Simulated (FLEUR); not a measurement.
# Cobalt: magnetism against the ratio c/a, part 2 of 2

How does the ratio c/a change the magnetic state of Cobalt?

FLEUR MaX-R8.1; PBE; all-electron FLAPW, Dirac cores, scalar-relativistic bands.

So far, largest spin moment in the muffin-tin sphere (μB): step 2 (factor 1, start ferro ++) 1.69; step 3 (antiferromagnetic, start moments [2.0, -2.0] μB) 1.04; step 4 (another cell shape, value 1.1) 1.70.

## Step 5: Factor 1.1, start antiferro +-

inp.xml

```
<?xml version="1.0" encoding="UTF-8" standalone="no"?>
<fleurInput fleurInputVersion="0.39">
   <comment>
      Co
   </comment>
   <calculationSetup>
      <cutoffs Kmax="3.73" Gmax="11.2" GmaxXC="11.2" numbands="0"/>
      <scfLoop itmax="110" minDistance="0.00002" maxIterBroyd="15" imix="Anderson" alpha="0.05" precondParam="0.0" spinf="2.0" sdNocoIR="T"/>
      <coreElectrons ctail="T" frcor="F" kcrel="0" coretail_lmax="0"/>
      <xcFunctional name="pbe" relativisticCorrections="F"/>
      <magnetism jspins="2"/>
      <soc l_soc="F" theta="0.0" phi="0.0" spav="F"/>
      <expertModes spex="0" secvar="F"/>
      <geometryOptimization l_f="F" forcealpha="1.0" forcemix="BFGS" epsdisp="0.00001" epsforce="0.00001"/>
      <ldaU l_linMix="F" mixParam="0.05" spinf="1.0"/>
   </calculationSetup>
   <cell>
      <bzIntegration valenceElectrons="34.0" mode="hist" fermiSmearingEnergy="0.00183747">
         <kPointListSelection listName="default-1"/>
         <xi:include xmlns:xi="http://www.w3.org/2001/XInclude" href="kpts.xml"> </xi:include>
      </bzIntegration>
      <xi:include xmlns:xi="http://www.w3.org/2001/XInclude" href="sym.xml"> </xi:include>
      <bulkLattice scale="1.0">
         <bravaisMatrix>
            <row-1>    4.5177911047375465    -0.0000000000377945     0.0000000000000000</row-1>
            <row-2>   -2.2588955523309786     3.9125218657257719     0.0000000000000000</row-2>
            <row-3>    0.0000000000000000     0.0000000000000000     8.4600959899604931</row-3>
         </bravaisMatrix>
      </bulkLattice>
   </cell>
   <atomSpecies>
      <species name="Cobalt (Co2.000" element="Co" atomicNumber="27">
         <mtSphere radius="2.2" gridPoints="727" logIncrement="0.017"/>
         <atomicCutoffs lmax="8" lnonsphr="6"/>
         <electronConfig flipSpins="F">
            <coreConfig>(1s1/2) (2s1/2) (2p1/2) (2p3/2)</coreConfig>
            <valenceConfig>(3s1/2) (3p1/2) (3p3/2) (4s1/2) (3d3/2) (3d5/2)</valenceConfig>
            <stateOccupation state="(3d3/2)" spinUp="1.5" spinDown="1.3"/>
            <stateOccupation state="(3d5/2)" spinUp="3.0" spinDown="1.2"/>
         </electronConfig>
         <energyParameters s="4" p="4" d="3" f="4"/>
         <lo type="SCLO" l="0" n="3" eDeriv="0"/>
         <lo type="SCLO" l="1" n="3" eDeriv="0"/>
      </species>
      <species name="Cobalt (Co-2.000" element="Co" atomicNumber="27">
         <mtSphere radius="2.2" gridPoints="727" logIncrement="0.017"/>
         <atomicCutoffs lmax="8" lnonsphr="6"/>
         <electronConfig flipSpins="F">
            <coreConfig>(1s1/2) (2s1/2) (2p1/2) (2p3/2)</coreConfig>
            <valenceConfig>(3s1/2) (3p1/2) (3p3/2) (4s1/2) (3d3/2) (3d5/2)</valenceConfig>
            <stateOccupation state="(3d3/2)" spinUp="1.3" spinDown="1.5"/>
            <stateOccupation state="(3d5/2)" spinUp="1.2" spinDown="3.0"/>
         </electronConfig>
         <energyParameters s="4" p="4" d="3" f="4"/>
         <lo type="SCLO" l="0" n="3" eDeriv="0"/>
         <lo type="SCLO" l="1" n="3" eDeriv="0"/>
      </species>
   </atomSpecies>
   <atomGroups>
      <atomGroup species="Cobalt (Co2.000">
         <relPos label="                   1">1.000/3.000 -1.000/3.000 1.000/4.000</relPos>
         <force calculate="T" relaxXYZ="TTT"/>
      </atomGroup>
      <atomGroup species="Cobalt (Co-2.000">
         <relPos label="                   2">-1.000/3.000 1.000/3.000 -1.000/4.000</relPos>
         <force calculate="T" relaxXYZ="TTT"/>
      </atomGroup>
   </atomGroups>
   <output dos="F" band="F" slice="F">
      <bandDOS minEnergy="-.5*Htr" maxEnergy="0.5*Htr" sigma="0.015" storeEVData="T"/>
      <plotting iplot="0" polar="F">
         <plot TwoD="T" vec1="  1.0  0.0  0.0" vec2="  0.0  1.0  0.0" vec3="  0.0  0.0  1.0" zero="  0.0  0.0  0.0" file="plot"/>
      </plotting>
      <moessbauerParams electricFieldGradient="F" isomerShift="F" coreHyperfine="F" valenceHyperfine="F"/>
   </output>
</fleurInput>
```

crystal.txt

```
Co
&input film=F cartesian=F /
2.39071209628  -0.00000000002  0.00000000000
-1.19535604812  2.07041740853  0.00000000000
0.00000000000  0.00000000000  4.47689000000
1.8897261246
1.0 1.0 1.0

2
27 0.33333333333  0.66666666667  0.25000000000 : 2.000
27 0.66666666667  0.33333333333  0.75000000000 : -2.000

&kpt div1=14 div2=14 div3=8 gamma=T /
```

Started as:

```sh
> OMP_NUM_THREADS=1 inpgen -f crystal.txt > inpgen.log  # inp.xml is then edited as shown
> OMP_NUM_THREADS=1 mpirun -n 4 fleur_MPI > fleur.log
```

The program printed:

```text
[banner, memory and clock lines left out]
Welcome to FLEUR        (www.flapw.de)
      MaX-Release 8.1          (www.max-centre.eu)

 ========== k-point set info ==========
 Selected k-point list: default-1
 k-point list type: mesh
 14 x 14 x 8
 Number of k points: 120

 [... set-up left out ...]
 Iteration:     1   Distance:      11.05086099 me/bohr^3
 Iteration:     2   Distance:      10.64358938 me/bohr^3
 Iteration:     3   Distance:       8.17120498 me/bohr^3
 Iteration:     4   Distance:       5.27795555 me/bohr^3
 Iteration:     5   Distance:       4.10059286 me/bohr^3
[...]
<sumOfEigenvalues value="    -1604.1208916860">
               <coreElectrons value="-1575.0141203755"/>
               <valenceElectrons value="-29.1067713104"/>
            </sumOfEigenvalues>
         [... left out ...]
            <freeEnergy value="-2786.9285231629"/>
            <extrapolationTo0K value="-2786.9280415183"/>
         </totalEnergy>
         <densityConvergence units="me/bohr^3">
            <chargeDensity spin="1" distance="0.0000015545"/>
            <chargeDensity spin="2" distance="0.0000013991"/>
            <overallChargeDensity distance="0.0000009018"/>
            <spinDensity distance="0.0000028168"/>
         </densityConvergence>
      </iteration>
```

Run time: 24 s. Hardware: 4 MPI ranks of Arm Neoverse V2, shared host; peak memory 0.22 GiB; 96 s of CPU time.

Numbers from this step:

- free energy: -75836.1885 eV
- program's band gap on this mesh (in a metal only a level spacing): 0.004692 eV
- magnetization: 0 μB
- final state: antiferromagnetic
- largest moment: 1.481 μB

After 28 cycles the largest moment stands at 1.48 μB.

## Step 6: Trends

In all 18 runs were made at the factors 0.9, 0.93, 0.96, 0.98, 1, 1.02, 1.04, 1.07 and 1.1, of which 18 converged. The tables hold the factors at which the parallel start converged, and CPU times count converged runs alone. Differences are of free energies.

Final states:

```
factor on c at fixed volume       ferro ++       antiferro +-  CPU time (s)
                        0.9  ferromagnetic  antiferromagnetic         137.1
                       0.93  ferromagnetic  antiferromagnetic         156.9
                       0.96  ferromagnetic  antiferromagnetic         168.4
                       0.98  ferromagnetic  antiferromagnetic         187.6
                          1  ferromagnetic  antiferromagnetic         147.6
                       1.02  ferromagnetic  antiferromagnetic         150.5
                       1.04  ferromagnetic  antiferromagnetic           158
                       1.07  ferromagnetic  antiferromagnetic         140.9
                        1.1  ferromagnetic  antiferromagnetic         145.6
```

Energy over the lowest point, ferro ++ against factor on c at fixed volume:

```
factor on c at fixed volume  energy over the lowest point, ferro ++ (meV a primitive cell)
                     0.9000                                                            290
                     0.9300                                                            140
                     0.9600                                                           41.8
                     0.9800                                                           7.79
                     1.0000                                                              0
                     1.0200                                                           16.0
                     1.0400                                                           52.9
                     1.0700                                                            146
                     1.1000                                                            281
```

Table of largest sphere moment by factor on c at fixed volume:

```
factor on c at fixed volume  ferro ++ (μB)  antiferro +- (μB)
                     0.9000           1.68              0.683
                     0.9300           1.69              0.747
                     0.9600           1.69              0.820
                     0.9800           1.69              0.908
                     1.0000           1.69               1.04
                     1.0200           1.69               1.18
                     1.0400           1.70               1.30
                     1.0700           1.70               1.41
                     1.1000           1.70               1.48
```

The net moment, ferro ++ by factor on c at fixed volume:

```
factor on c at fixed volume  net moment, ferro ++ (μB a primitive cell)
                     0.9000                                        3.22
                     0.9300                                        3.23
                     0.9600                                        3.23
                     0.9800                                        3.23
                     1.0000                                        3.22
                     1.0200                                        3.23
                     1.0400                                        3.25
                     1.0700                                        3.25
                     1.1000                                        3.26
```

Energy less that of the parallel start, antiferro +- against factor on c at fixed volume:

```
factor on c at fixed volume  energy less that of the parallel start, antiferro +- (meV a seeded atom)
                     0.9000                                                                       204
                     0.9300                                                                       217
                     0.9600                                                                       227
                     0.9800                                                                       231
                     1.0000                                                                       230
                     1.0200                                                                       223
                     1.0400                                                                       213
                     1.0700                                                                       190
                     1.1000                                                                       166
```

## Step 7: Results

```json
{"largest moment, parallel start": "1.68 μB at 0.9, 1.70 μB at 1.1", "net moment, parallel start": "3.22 to 3.26 μB a primitive cell", "start antiferro +- less the parallel start": "+204.5 meV at 0.9, +165.6 meV at 1.1, a seeded atom"}
```

In words: The largest moment of the parallel start goes from 1.68 μB at 0.9 to 1.70 μB at 1.1. Its energy is least at 1 of the points run. The start antiferro +- lies over the parallel start at every point where both finished. The opposed order is one of several, taken for its small cell; another can lie lower, so the scan does not name the ground state. Atoms were not relaxed at any point.

[Logs and program files are shortened in this print: banners, set-up blocks, solver, clock and traceback lines can be left out without a mark of their own.]

[Logs are printed without paths, hosts, clocks, repeated set-up lines and the standing remarks that a program may print on its own settings, such as how far it seeks lower states.]

[Hosts, paths, dates, database ids (printed as entryN), source tags and the programs' standing remarks are cut or masked in the printed files.]

[Where a cell is said to come from a database of computed structures, the database is the Materials Project.]
